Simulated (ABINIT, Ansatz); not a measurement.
Entries from a set of simulations; values are calculated unless marked as measured.

```
CO2 (P4_2/mnm): G0W0 with ABINIT, start to end
1.0
     4.22721    0.00000    0.00000
     0.00000    4.22721    0.00000
     0.00000    0.00000    4.68777
C O
2 4
Direct
  0.50000 0.50000 0.50000
  0.00000 0.00000 0.00000
  0.30483 0.69517 0.50000
  0.69517 0.30483 0.50000
  0.19517 0.19517 0.00000
  0.80483 0.80483 0.00000
# method: RPA screening on LDA, plane waves, norm-conserving pseudopotentials (and 2 further levels or steps)
# program: ABINIT 10.8.3
# settings: cutoff 37 Ha, PseudoDojo scalar-relativistic 0.4.1 standard, norm-conserving, ngkpt (2, 2, 2), nband 152, ecuteps 6.5 Ha, inclvkb 2, shiftk (0, 0, 0), symchi 1, awtr 1, frequency ppm, 2×2×2 k-mesh
# cost: 5 runs, 3 min in all on 4 MPI ranks of Arm Neoverse V2, shared host
# notes: The program’s warnings: nkpt*nsppol () is not a multiple of nproc spkpt (). The cell and positions are those that the Materials Project relaxed with its own functionals (PBE, PBE+U or r2SCAN), kept fixed. The 2×2×2 mesh is coarse for this cell, which bears on the long-range parts of exchange and screening.
# LDA gap: 6.32 eV, indirect
# G0W0 gap on the mesh: 10.14 eV
# GW settings: 2×2×2 mesh, 152 bands, screening to 176.9 eV, Godby-Needs plasmon pole
# known limits: short of the basis limit; coarse k mesh
```

[Long decimals in the printed logs are rounded to 6 places.]

[Logs are printed without paths, hosts, clocks, repeated set-up lines and the standing remarks that a program may print on its own settings, such as how far it seeks lower states.]

[Paths, hosts, dates, memory and timing lines, banners, echoed tables and standing remarks are left out of the program output; an Ansatz launch command may be rebuilt from the run's recorded settings. Measured values are a selection of at most five: reports struck by readers or far from the other reports are left out. None is set beside runs whose start may be inverted or whose files or cutoffs have a known fault.]

[Runs of the session that timed out or met a known fault of the program may be left out.]

[Hosts, paths, dates, database ids (printed as entryN), source tags and the programs' standing remarks are cut or masked in the printed files.]

[G0W0 gaps are taken among the corrected bands and points alone; a level outside them can change the order at an edge.]

[Where Ansatz stands beside ABINIT at settings called matched, ABINIT's density can come from a denser mesh and the files from another edition; pairs whose starting gaps differed by over 0.03 eV were left out, so agreement reads better than it is.]
